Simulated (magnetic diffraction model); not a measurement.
**Magnetic neutron pattern of Rb₃PrV₂O₈**

Space group P2_1/m (no. 11), a = 7.9290 Å, b = 6.3760 Å, c = 10.5410 Å, β = 91.04°.

```
site  atom       x       y       z
  2e    Pr  0.5076     3/4  0.7900
  2e    Rb  0.9945     1/4  0.3089
  2e    Rb  0.6881     1/4  0.5807
  2e    Rb  0.1396     1/4  0.9148
  2e     V  0.6946     1/4  0.9277
  2e     V  0.2647     1/4  0.5860
  2e     O  0.2040     3/4  0.9222
  2e     O  0.5275     3/4  0.0323
  4f     O  0.7505  0.0171  0.8342
  2e     O  0.0321     1/4  0.5903
  2e     O  0.3261     1/4  0.4155
  4f     O  0.3416  0.0033  0.6682
```

The compound is invented for this exercise: a known structure type with other elements, its cell scaled to their sizes and not relaxed.

Only Pr is taken to order (form factors of Pr3+); orders and moment sizes are assumed, and not adapted to the symmetry. Radiation: neutrons of λ = 2.52 Å, 8° to 50°; isotropic B of 0.25 Å² (Pr), 0.29 Å² (Rb), 0.32 Å² (V) and 0.29 Å² (O). Simulated constant-wavelength pattern: nuclear and magnetic terms add, the magnetic one as |2.695 fm × Σ f S⊥ exp(2πi Q·r) exp(−B s²)|², summed over all Q at one angle with the factor 1/(sin²θ cos θ). For collinear order S is the moment m, which repeats by lattice and centring translations R with the sign exp(−2πi k·R). Free-ion form factors, Sears's scattering lengths of 1992, no absorption; a label names one of the reflections at its angle. The strongest nuclear line in the range is 100, and lines under 0.2 are left out.

Assume the order k = (0 0 0), collinear moments along [001], 2.3 μB on Pr; signs + at (0.5076, 3/4, 0.7900), + at (0.4924, 1/4, 0.2100).

Predict the pattern, nuclear and magnetic parts apart.

```tsv
2θ (°)	index	nuclear	magnetic
13.73	(0 0 1)	0.4	0.0
18.29	(1 0 0)	7.1	33.8
22.74	(1 0 -1)	0.0	0.6
23.14	(1 0 1)	2.3	1.2
26.71	(0 1 1)	17.1	21.7
29.38	(1 1 0)	0.1	0.1
32.42	(1 1 -1)	3.5	16.7
32.71	(1 1 1)	0.0	15.7
33.08	(1 0 -2)	0.3	2.4
33.66	(1 0 2)	0.0	2.3
36.14	(0 1 2)	0.5	1.6
37.07	(2 0 0)	14.2	8.1
39.46	(2 0 -1)	4.2	0.1
39.95	(2 0 1)	0.0	0.7
40.55	(1 1 -2)	3.1	1.4
41.04	(1 1 2)	1.3	1.9
42.04	(0 0 3)	14.3	0.0
43.96	(2 1 0)	3.1	0.1
45.87	(1 0 -3)	0.2	0.3
46.05	(2 1 -1)	20.5	9.3
46.44	(2 0 -2)	8.2	2.8
46.49	(2 1 1)	11.2	8.3
46.52	(1 0 3)	0.0	0.5
46.56	(0 2 0)	100.0	5.1
47.31	(2 0 2)	3.9	2.2
48.35	(0 1 3)	88.3	1.2
48.78	(0 2 1)	0.1	0.5
```

The strongest magnetic line in the range is (1 0 0) at 18.29° (33.8). On top of the Lorentz factor, which all lines share, magnetic lines fade with angle because f falls: for Pr3+ it is 0.97, 0.88, 0.76 and 0.50 at sin θ/λ = 0.1, 0.2, 0.3 and 0.5 Å⁻¹, while nuclear lengths stay constant. The net moment is 4.60 μB a primitive cell.

[Logs are printed without paths, hosts, clocks, repeated set-up lines and the standing remarks that a program may print on its own settings, such as how far it seeks lower states.]
